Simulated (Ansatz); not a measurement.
## Dielectric function and optical constants of CdSe

Aim: the dielectric function of CdSe, and the optical constants that follow from it.

Calculated with Ansatz 0.2.0; DFT, PBE, plane-wave PAW, default files, scalar-relativistic, independent-particle optical response without local fields.

### 1. The starting structure

The structure is cubic, space group F-43m (No. 216). Conventional cell: a = 6.141 Å, b = 6.141 Å, c = 6.141 Å, α = 90.00°, β = 90.00°, γ = 90.00°. Cd has 4 Se at 2.66 Å nearest. Nearest to Se lie 4 Cd at 2.66 Å. Farther neighbours and most contacts between anions are not listed.

### 2. Ground state and bands

The self-consistent density comes first; it also tells whether there is a gap, which decides the occupations and the need for a Drude term.

This step: DFT, PBE, plane-wave PAW, default files, scalar-relativistic, ground state (Ansatz 0.2.0).

Input file input.yaml:

```yaml
crystal:
  lattice:
    - [0.0, 3.0702711986, 3.0702711986]
    - [3.0702711986, 0.0, 3.0702711986]
    - [3.0702711986, 3.0702711986, 0.0]
  atoms:
    - { symbol: Cd, position: [0.0, 0.0, 0.0] }
    - { symbol: Se, position: [0.25, 0.25, 0.25] }
kpoints:
  mp_grid: { grid: [6, 6, 6] }
  band_path:
    path:
      - [[0.0, 0.0, 0.0], [0.5, 0.0, 0.5], [0.5, 0.25, 0.75], [0.375, 0.375, 0.75], [0.0, 0.0, 0.0], [0.5, 0.5, 0.5], [0.625, 0.25, 0.625], [0.5, 0.25, 0.75], [0.5, 0.5, 0.5], [0.375, 0.375, 0.75]]
      - [[0.625, 0.25, 0.625], [0.5, 0.0, 0.5]]
    npoints: 6
scf:
  occupations: { method: fermi_dirac, width: 0.05 }
  n_extra_bands: 6
hamiltonian:
  xc: pbe
  pseudopotentials: { kind: paw }
output:
  forces: true
  stress: true
  populations: true
  write_bands: true
  write_density: true
  write_potential: true
  elf: true
  volumetric_format: npy
```

On the command line:

```bash
$ ansatz run input.yaml --threads 4 --pin off --max-ram 8192MiB --backend cpu --events-out ev --progress --plain --runs-dir out
```

Numbers of over 12 decimals in the logs are rounded to 6 here.

The log of the run:

```text
scf.n_extra_bands = 6 over 18 filled bands (N_el = 36.0): the run solves 24 bands
Engine: ansatz 0.2.0, aarch64-unknown-linux-gnu
Pseudopotentials: kind: paw
Pseudopotential: Cd, paw, valence charge 20, recommended cutoff 420 eV (normal), Cd.paw.azcp
Pseudopotential: Se, paw, valence charge 16, recommended cutoff 420 eV (normal), Se.paw.azcp
Functional definition: PBE
  parameter kappa = 0.804
  parameter beta = 0.066725
  exchange = pbe_x(kappa = kappa, mu = beta*pi^2/3)
  correlation = pbe_c(beta = beta)
Crystal: 2 atoms, lattice volume = 57.884 Å³
Basis set: ecut = 420 eV, 1139 PW (Γ), exchange–correlation on 60×60×60 points (8 copies of the dense FFT grid, shifted against one another)
Bands: 24, of which v1, the nominal top of the filled ones, is band 18 counted from 1 (17 counted from 0)
Symmetry: 24 space group operations
Space group: F-43m (ITA 216), of the structure as read, at distance tolerance 3.9e-5 Å
k-points: 16 of 216 (time reversal used)
Non-local potential: Cd, projectors of the file, l = 0: 3, l = 1: 2, l = 2: 2, l = 3: 1
Non-local potential: Se, projectors of the file, l = 0: 2, l = 1: 2, l = 2: 3, l = 3: 1
PAW form: soft (Blöchl's): semilocal exchange-correlation on the pseudo side does not see the compensation charge
PAW one-centre angular grid: Cd, 590 points (default); XC on 64 Gauss nodes
PAW one-centre angular grid: Se, 590 points (default); XC on 64 Gauss nodes
Initial density: superposition of atomic densities (neutral atoms: chi_scale 0, normalization atom), corrected by the library's trained network
Initial wavefunctions: pseudopotential atomic-orbital guess
Functional: x = pbe(κ = 0.804, μ = 0.219515), c = pbe(β = 0.066725)
SCF iter   1: F=—  HF=-13724.785476 eV  |F-HF|=—  |Δ(HF+E_count)|=         —  Δρ=9.23e-4  dr2=1.05e-3  ethr=1.77e-3  ⟨swp⟩=5.8  Hψ=1702  notcnv=0
preconditioner: auto → none  [insulator: Δε(μ)=0.536 eV  Ē_g=13.602 eV  σ=0.050 eV  W_gap=0.99  n_scr=14 (ndim 8)  ℏωp=20.7 eV  f_vac=0.215  D(μ)=0.00/eV (n_scr^D=0)  ε∞_Penn≈3.3]
SCF iter   2: F=—  HF=-13724.786063 eV  |F-HF|=—  |Δ(HF+E_count)|=   5.86e-4  Δρ=3.35e-4  dr2=5.13e-5  ethr=2.90e-6  ⟨swp⟩=2.0  Hψ=656  notcnv=0  defer=8
SCF iter   3: F=—  HF=-13724.786100 eV  |F-HF|=—  |Δ(HF+E_count)|=   3.70e-5  Δρ=1.44e-4  dr2=1.15e-5  ethr=1.43e-7  ⟨swp⟩=2.0  Hψ=625  notcnv=0  defer=8
SCF iter   4: F=—  HF=-13724.786122 eV  |F-HF|=—  |Δ(HF+E_count)|=   2.24e-5  Δρ=6.80e-5  dr2=3.02e-6  ethr=3.21e-8  ⟨swp⟩=2.0  Hψ=497  notcnv=0  defer=8
SCF iter   5: F=—  HF=-13724.786130 eV  |F-HF|=—  |Δ(HF+E_count)|=   7.64e-6  Δρ=1.84e-5  dr2=1.95e-7  ethr=8.39e-9  ⟨swp⟩=2.0  Hψ=507  notcnv=0  defer=8
SCF iter   6: F=-13724.786130 eV  HF=-13724.786130 eV  |F-HF|=1.38e-8  |Δ(HF+E_count)|=   5.72e-7  Δρ=3.59e-6  dr2=7.14e-9  ethr=2.78e-10  ⟨swp⟩=11.2  Hψ=2508  notcnv=0
SCF 1 converged in 6 iterations: F = -13724.786130 eV  dr2 = 7.14e-9
  greatest PAW one-centre occupation: 1.000 electrons in one spin orbital (limit 2), on the Cd atom at site 0 (counted from 0), in its partial waves of l = 0
NSCF: frozen V_eff on 62 k-points
SCF converged after 6 iterations
Free energy (F): -13724.786130 eV
Harris-Foulkes:  -13724.786130 eV  (|F-HF|=1.38e-8)
Internal energy: -13724.786084 eV  (E = F + TS)
E sigma→0 (E₀):  -13724.786107 eV
Entropy (-TS):   -0.000047 eV (-0.023 meV/atom)
Fermi energy:    7.378665 eV
--- Per-component energies (eV) ---
  E_band       = -902.112450
  E_kinetic    = 623.390329
  E_local      = -6441.866615  (includes V_loc(G=0)·N_el)
  E_nonlocal   = -562.247454
  E_hartree    = 3059.827824
  E_xc         = -280.847402
  E_vxc        = -319.658243  (∫ρ·V_xc dr)
  E_paw        = -5994.755803  (= ΣΔE_a)
  E_vpaw       = -321.384333  (= ΣTr[D̂ρ^β])
  E_aug_tail   = -0.000610  (compensation charges beyond the density's cutoff)
  E_ewald      = -4128.286353
  E_smearing   = -0.000047  (= −TS)
  E_closure    = 0.000000  (closes the sum)
  Σ components = -13724.786130   (vs F -13724.786130, Δ=0.00e0)
--- Forces (eV/Å), atoms counted from 1 ---
  atom   1  Cd     0.00000000     0.00000000    -0.00000000
  atom   2  Se    -0.00000000     0.00000000     0.00000000
  max |Σ_I F_I| component: 7.40e-17 eV/Å
--- Stress (GPa, compression-positive) ---
        1.296022       0.000000      -0.000000
       -0.000000       1.296022       0.000000
        0.000000       0.000000       1.296022
  P = ⅓ Tr σ = 1.2960 GPa (12.960 kbar)
--- Band table (eV; the first three rows and the last of 16) ---
  k-point 0: bands = [... 14 lower, -0.4201, 7.0742, 7.0742, 7.0742, 7.6227, 13.0133, 13.0133, 13.0133, ... 2 higher]
  k-point 1: bands = [... 14 lower, -0.4208, 5.4097, 6.8763, 6.8763, 8.9265, 12.7576, 13.3246, 13.3246, ... 2 higher]
  k-point 2: bands = [... 14 lower, -0.3978, 3.6720, 6.5252, 6.5252, 9.4410, 13.5613, 13.5715, 13.5715, ... 2 higher]
  k-point 15: bands = [... 14 lower, 0.0013, 3.1987, 5.0411, 5.0648, 11.4614, 11.6253, 14.5718, 15.0721, ... 2 higher]
--- Löwdin populations: 2 sites ---
  site symbol       q [e]
     0     Cd     18.7780
     1     Se     17.0327
  spilling = 0.005258 (of n_electrons = 36.000000)
```

Wall time 1.7 s (4 threads of Arm Neoverse V1, shared host); peak memory 0.35 GiB; 5.8 s of CPU time.

This step gave:

```
free energy                  : -13724.7861 eV
Fermi energy                 : 7.379 eV
gap by band count            : 0.5485 eV
electrons                    : 36
symmetry operations          : 24
pressure                     : 1.296 GPa
volume                       : 57.88 Å³
gap on the path              : 0.5485 eV
least direct gap on the path : 0.5485 eV
```

There is a gap, 0.55 eV on the path, so no carriers' term is needed. The cell is left with a pressure of 1.3 GPa, as it stands unrelaxed at this level.

The electronic bands at the labelled points (eV, zero at the Fermi level; v1 is the highest filled band, c1 the lowest empty one):

```
    point     v4     v3     v2     v1    c1    c2    c3    c4
        Γ  -7.80  -0.30  -0.30  -0.30  0.24  5.63  5.63  5.63
  halfway  -7.77  -2.81  -1.28  -1.28  2.92  3.93  7.28  7.28
        X  -7.46  -4.25  -2.06  -2.06  2.89  3.43  8.65  9.74
  halfway  -7.41  -4.21  -2.25  -2.23  3.60  3.95  7.98  8.03
        W  -7.35  -4.15  -2.43  -2.39  4.61  4.91  6.11  7.30
  halfway  -7.37  -4.17  -2.62  -2.01  3.94  4.80  6.87  7.68
        K  -7.39  -4.18  -2.70  -1.74  3.41  4.79  7.88  8.21
  halfway  -7.76  -3.16  -1.63  -0.71  2.78  5.34  6.04  6.34
        Γ  -7.80  -0.30  -0.30  -0.30  0.24  5.63  5.63  5.63
  halfway  -7.80  -2.89  -0.68  -0.68  1.94  5.61  6.14  6.14
        L  -7.53  -4.52  -1.01  -1.01  2.05  6.14  6.14  7.02
  halfway  -7.46  -4.34  -2.04  -1.30  3.16  5.30  6.88  7.04
        U  -7.39  -4.18  -2.70  -1.74  3.41  4.79  7.88  8.21
  halfway  -7.37  -4.17  -2.62  -2.01  3.94  4.80  6.87  7.68
        W  -7.35  -4.15  -2.43  -2.39  4.61  4.91  6.11  7.30
  halfway  -7.45  -4.29  -2.19  -1.46  3.48  5.17  6.46  7.63
        L  -7.53  -4.52  -1.01  -1.01  2.05  6.14  6.14  7.02
  halfway  -7.46  -4.34  -2.04  -1.30  3.16  5.30  6.88  7.04
        K  -7.39  -4.18  -2.70  -1.74  3.41  4.79  7.88  8.21
jump to U  -7.39  -4.18  -2.70  -1.74  3.41  4.79  7.88  8.21
  halfway  -7.43  -4.23  -2.32  -1.98  3.14  3.80  8.34  9.15
        X  -7.46  -4.25  -2.06  -2.06  2.89  3.43  8.65  9.74
```

ELF in the ac plane of a cell with a along [110], b along [-110] and c along [001] of the cube at fractional y = 0.000, with atoms of Cd and Se within 0.2 Å of it. It is the smooth field of the valence electrons, not physical close to the nuclei.

Values, 9 rows by 16 columns, each cell a mean:
```
0.59 0.31 0.37 0.68 0.71 0.49 0.25 0.52 0.59 0.31 0.37 0.68 0.71 0.49 0.25 0.52
0.21 0.32 0.73 0.64 0.55 0.76 0.45 0.20 0.21 0.32 0.73 0.64 0.55 0.76 0.45 0.20
0.11 0.47 0.75 0.53 0.42 0.74 0.60 0.17 0.11 0.47 0.75 0.53 0.42 0.74 0.60 0.17
0.03 0.26 0.60 0.73 0.74 0.66 0.38 0.07 0.03 0.26 0.60 0.73 0.74 0.66 0.38 0.07
0.01 0.04 0.18 0.35 0.38 0.24 0.07 0.01 0.01 0.04 0.18 0.35 0.38 0.24 0.07 0.01
0.03 0.02 0.02 0.04 0.04 0.02 0.02 0.02 0.03 0.02 0.02 0.04 0.04 0.02 0.02 0.02
0.10 0.08 0.03 0.01 0.01 0.02 0.06 0.10 0.10 0.08 0.03 0.01 0.01 0.02 0.06 0.10
0.28 0.20 0.11 0.04 0.03 0.09 0.17 0.26 0.28 0.20 0.11 0.04 0.03 0.09 0.17 0.26
0.68 0.38 0.17 0.22 0.24 0.17 0.29 0.60 0.68 0.38 0.17 0.22 0.24 0.17 0.29 0.60
```

Electrostatic potential energy in the ac plane of a cell with a along [110], b along [-110] and c along [001] of the cube at fractional y = 0.000, with atoms of Cd and Se within 0.2 Å of it. With pseudopotentials it is smooth inside the atoms' cores, unlike the true potential.

Ten even steps from '_' (-19 eV) to '@' (12 eV), each cell a mean:
```
____--##%%%%%%%%%%++..______--##%%%%%%%%%%++..__
..::++##**==--++####--....::++##**==--++####--..
++**%%**::--==::==####**++**%%**::--==::==####**
%%@@%%++::****==--##%%%%%%@@%%++::****==--##%%%%
@@@@@@++::++**----%%@@@@@@@@@@++::++**----%%@@@@
@@@@@@%%==::::::**@@@@@@@@@@@@%%==::::::**@@@@@@
@@@@@@@@%%****##%%@@@@@@@@@@@@@@%%****##%%@@@@@@
@@@@@@@@@@@@@@@@@@@@@@@@@@@@@@@@@@@@@@@@@@@@@@@@
@@@@@@@@@@@@@@@@@@@@@@@@@@@@@@@@@@@@@@@@@@@@@@@@
@@@@@@@@@@@@@@@@@@@@@@@@@@@@@@@@@@@@@@@@@@@@@@@@
@@@@@@@@@@@@@@@@@@@@@@@@@@@@@@@@@@@@@@@@@@@@@@@@
@@@@@@@@@@@@@@@@@@@@@@@@@@@@@@@@@@@@@@@@@@@@@@@@
%%%%@@@@@@@@@@@@@@@@%%%%%%%%@@@@@@@@@@@@@@@@%%%%
--++##%%@@@@@@@@@@%%**----++##%%@@@@@@@@@@%%**--
__..==%%@@@@@@@@%%**::____..==%%@@@@@@@@%%**::__
____::##@@@@@@@@%%++________::##@@@@@@@@%%++____
```

(Part 1 of 2 ends here.)

[Logs are printed without paths, hosts, clocks, repeated set-up lines and the standing remarks that a program may print on its own settings, such as how far it seeks lower states.]

[Hosts, paths, dates, database ids (printed as entryN), source tags and the programs' standing remarks are cut or masked in the printed files.]
